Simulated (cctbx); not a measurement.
# X-rays or neutrons for the lightest atoms?

Cell a = 20.2570 Å, b = 6.0230 Å, c = 5.2070 Å, α = 90.00°, β = 98.78°, γ = 90.00°; space group C2/m (no. 12); content Mo8 F16 O16 Li24. The heavier atoms are placed; Li is still missing.

The data are simulated with cctbx, not measured: Mo Kα, λ = 0.71073 Å, to d = 0.84 Å, 80 % of the full sphere, strongest reflection 70000 counts, noise from counting, a 2 % proportional error and a noise floor of 15 counts (s.d.); no absorption.

Refinement without Li (map in e/Å³):

```text
Rint 0.017, 600 unique reflections to 0.84 A
cycle     R1     wR2    GooF  max shift (A)
   1  0.1198  0.2205   7.894   0.09588
   8  0.0672  0.1370   4.904   0.00135
final R1 0.0673 wR2 0.1370 GooF 4.904  parameters 26  data/parameter 23.1
atom        x        y        z      Ueq    occ   su(xyz)  su(Uiso or U11)
Mo1    0.62458  0.50000  0.73857   0.0118  1.000  0.00032  0.0005
Mo2    0.62578  0.00000  0.74109   0.0147  1.000  0.00034  0.0005
F1     0.81930  0.50000  0.89477   0.0094  1.000  0.00212  0.0021
F2     0.81138  0.00000  0.87967   0.0520  1.000  0.00405  0.0045
F3     0.56236  0.50000  0.37457   0.0081  1.000  0.00175  0.0023
F4     0.56917  0.00000  0.39496   0.0449  1.000  0.00320  0.0044
O1     0.81812  0.74700  0.35446   0.0341  1.000  0.00268  0.0021
O2     0.57123  0.75363  0.86234   0.0388  1.000  0.00346  0.0023
difference map: max 6.04 min -2.13 rms 0.49
Q1    0.0000  0.0000  0.0000    2    6.04  2.16 A from F3
Q2    0.2500  0.2500  0.0000    4    5.81  2.11 A from F2
Q3    0.2550  0.0000  0.5156    4    5.62  2.19 A from F1
Q4    0.0000  0.2343  0.5000    4    4.64  2.07 A from F3
Q5    0.1259  0.2485  0.2477    8    4.30  2.08 A from F1
Q6    0.1972  0.0000  0.1531    4    3.22  0.22 A from F2
Q7    0.1263  0.0000  0.7897    4    2.93  0.26 A from Mo1
Q8    0.0000  0.5000  0.0000    2    2.71  2.26 A from O2
```

The data are simulated with cctbx, not measured: neutrons of λ = 0.95 Å, to d = 0.8 Å, 80 % of the full sphere, strongest reflection 5000 counts, noise from counting, a 2 % proportional error and a noise floor of 15 counts (s.d.); no absorption.

Refinement without Li (map in fm/Å³; only maxima are listed):

```text
Rint 0.060, 704 unique reflections to 0.80 A
cycle     R1     wR2    GooF  max shift (A)
   1  0.2589  0.4518   7.763   0.08955
   4  0.1920  0.3591   6.170   0.00030
final R1 0.1920 wR2 0.3591 GooF 6.170  parameters 26  data/parameter 27.1
atom        x        y        z      Ueq    occ   su(xyz)  su(Uiso or U11)
Mo1    0.62492  0.50000  0.73036   0.0191  1.000  0.00375  0.0040
Mo2    0.62572  0.00000  0.74230   0.0152  1.000  0.00394  0.0035
F1     0.81641  0.50000  0.88966   0.0218  1.000  0.00548  0.0051
F2     0.81749  0.00000  0.89130   0.0303  1.000  0.00643  0.0061
F3     0.56433  0.50000  0.38023   0.0235  1.000  0.00546  0.0055
F4     0.56556  0.00000  0.38768   0.0223  1.000  0.00552  0.0053
O1     0.81936  0.73751  0.35193   0.0303  1.000  0.00342  0.0025
O2     0.57155  0.75673  0.85683   0.0330  1.000  0.00446  0.0026
difference map: max 3.02 min -9.30 rms 0.70
Q1    0.1869  0.1987  0.6404    8    3.18  0.41 A from O1
Q2    0.1192  0.0000  0.7938    4    2.80  0.37 A from Mo1
Q3    0.0110  0.0000  0.4036    4    2.15  1.11 A from F3
Q4    0.2339  0.2479  0.8572    8    1.94  1.41 A from O1
Q5    0.0705  0.2165  0.9205    8    1.90  0.41 A from O2
Q6    0.0922  0.0000  0.2448    4    1.80  0.97 A from F3
Q7    0.0855  0.0000  0.8848    4    1.68  1.22 A from Mo1
Q8    0.1495  0.5000  0.3096    4    1.67  1.33 A from F1
```

**Question.** Where is Li, and which data fix it better?

Li sits at (3/4, 1/4, 0), (0, 0.7559, 1/2), (0.6263, 0.2501, 0.2469), (0.7493, 1/2, 0.5048), (0, 0, 0) and (0, 1/2, 0). Adding it takes R1 from 0.067 to 0.030 with X-rays and from 0.192 to 0.042 with neutrons. Its largest coordinate s.u. is 0.00418 with X-rays and 0.00481 with neutrons, so X-rays fix it better in these data. In the X-ray map Q1, Q2, Q3, Q4, Q5 and Q8 mark it. No listed neutron peak is on it. Natural Li has a negative scattering length, so it shows as a hole in the neutron map (minimum -9.3), not among the maxima.

Final neutron refinement:

```text
Rint 0.060, 704 unique reflections to 0.80 A
cycle     R1     wR2    GooF  max shift (A)
   1  0.1996  0.4194   7.270   0.09702
   2  0.0417  0.0872   1.511   0.00000
final R1 0.0417 wR2 0.0872 GooF 1.511  parameters 38  data/parameter 18.5
atom        x        y        z      Ueq    occ   su(xyz)  su(Uiso or U11)
Mo1    0.62460  0.50000  0.73565   0.0158  1.000  0.00093  0.0009
Mo2    0.62568  0.00000  0.74357   0.0119  1.000  0.00098  0.0008
F1     0.81596  0.50000  0.88733   0.0256  1.000  0.00151  0.0015
F2     0.81626  0.00000  0.89005   0.0339  1.000  0.00176  0.0018
F3     0.56349  0.50000  0.37816   0.0250  1.000  0.00141  0.0014
F4     0.56482  0.00000  0.38622   0.0235  1.000  0.00141  0.0013
O1     0.81764  0.73810  0.35556   0.0320  1.000  0.00088  0.0007
O2     0.56964  0.75896  0.86216   0.0352  1.000  0.00099  0.0008
Li1    0.75000  0.25000  0.00000   0.0215  1.000  0.00000  0.0026
Li2    0.00000  0.75670  0.50000   0.0446  1.000  0.00481  0.0044
Li3    0.62386  0.24410  0.24223   0.0473  1.000  0.00352  0.0015
Li4    0.74753  0.50000  0.48564   0.0284  1.000  0.00433  0.0032
Li5    0.00000  0.00000  0.00000   0.0769  1.000  0.00000  0.0150
Li6    0.00000  0.50000  0.00000   0.0357  1.000  0.00000  0.0073
difference map: max 2.78 min -1.87 rms 0.32
Q1    0.1831  0.1890  0.6550    8    2.85  0.44 A from O1
Q2    0.1818  0.3876  0.6317    8    1.21  0.76 A from O1
Q3    0.0410  0.0000  0.2127    4    1.21  0.91 A from F3
Q4    0.0804  0.1907  0.9139    8    1.19  0.52 A from O2
Q5    0.0536  0.5000  0.5448    4    1.18  0.89 A from F4
Q6    0.2362  0.5000  0.5880    4    1.15  0.54 A from Li4
```

This is a model crystal, built by substitution and not relaxed, with assumed displacement parameters.

[Middle refinement cycles are left out of these outputs.]

[Logs are printed without paths, hosts, clocks, repeated set-up lines and the standing remarks that a program may print on its own settings, such as how far it seeks lower states.]
